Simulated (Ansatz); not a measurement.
Planning a run of Ansatz 0.2.0 on Cd5B3O9F (Cm). The input:

```yaml
crystal:
  lattice:
    - [4.0285, -7.983, 0.0]
    - [4.0285, 7.983, 0.0]
    - [-0.6021197902, 0.0, 3.3940036473]
  atoms:
    - { symbol: Cd, position: [0.2462962727, 0.2462962727, 0.7899811322] }
    - { symbol: Cd, position: [0.9724298757, 0.7350402179, 0.0744799693] }
    - { symbol: Cd, position: [0.7350402179, 0.9724298757, 0.0744799693] }
    - { symbol: Cd, position: [0.6518400433, 0.2985555541, 0.4174582514] }
    - { symbol: Cd, position: [0.2985555541, 0.6518400433, 0.4174582514] }
    - { symbol: B, position: [0.9595232564, 0.3532987672, 0.8339259883] }
    - { symbol: B, position: [0.3532987672, 0.9595232564, 0.8339259883] }
    - { symbol: B, position: [0.5970488156, 0.5970488156, 0.4660324346] }
    - { symbol: O, position: [0.8957514981, 0.4406553772, 0.0302231762] }
    - { symbol: O, position: [0.4406553772, 0.8957514981, 0.0302231762] }
    - { symbol: O, position: [0.7586236526, 0.6079587451, 0.5121223716] }
    - { symbol: O, position: [0.6079587451, 0.7586236526, 0.5121223716] }
    - { symbol: O, position: [0.1508703834, 0.4397995868, 0.8504555134] }
    - { symbol: O, position: [0.4397995868, 0.1508703834, 0.8504555134] }
    - { symbol: O, position: [0.4245597349, 0.4245597349, 0.371582259] }
    - { symbol: O, position: [0.8258058128, 0.1739893998, 0.6271527944] }
    - { symbol: O, position: [0.1739893998, 0.8258058128, 0.6271527944] }
    - { symbol: F, position: [0.0403730065, 0.0403730065, 0.1848680449] }
kpoints:
  mp_grid: { grid: [4, 4, 8] }
hamiltonian:
  xc: pbe
  pseudopotentials: { kind: paw, azcp: { folder: soft_1 } }
scf:
  occupations: { method: fixed }
  n_extra_bands: 149
output:
  optics: { e_range: [0, 25], de: 0.1, sigma: 0.2 }
```

```sh
ansatz run input.yaml --threads 2 --pin off --max-ram 92160MiB --backend cuda --events-out ev --progress --plain --runs-dir out --devices 1 --max-vram 13GiB
```

Q: How long will it take on 1 × NVIDIA H100 80GB HBM3 (shared by 6 runs) with 2 threads of AMD EPYC 7R13 (Zen 3), shared host, and how much memory?

It took 1.9 min; on shared hardware allow 56 s to 3.8 min. Peak host memory was 6.5 GiB.

[Paths, hosts, dates, memory and timing lines, banners, echoed tables and standing remarks are left out of the program output.]

[Logs are printed without paths, hosts, clocks, repeated set-up lines and the standing remarks that a program may print on its own settings, such as how far it seeks lower states.]

[Runs of the session that timed out or met a known fault of the program may be left out.]

[Cells called generated may have been cut or substituted from an entry of the Crystallography Open Database or the Materials Project.]

[Hosts, paths, dates, database ids (printed as entryN), source tags and the programs' standing remarks are cut or masked in the printed files.]
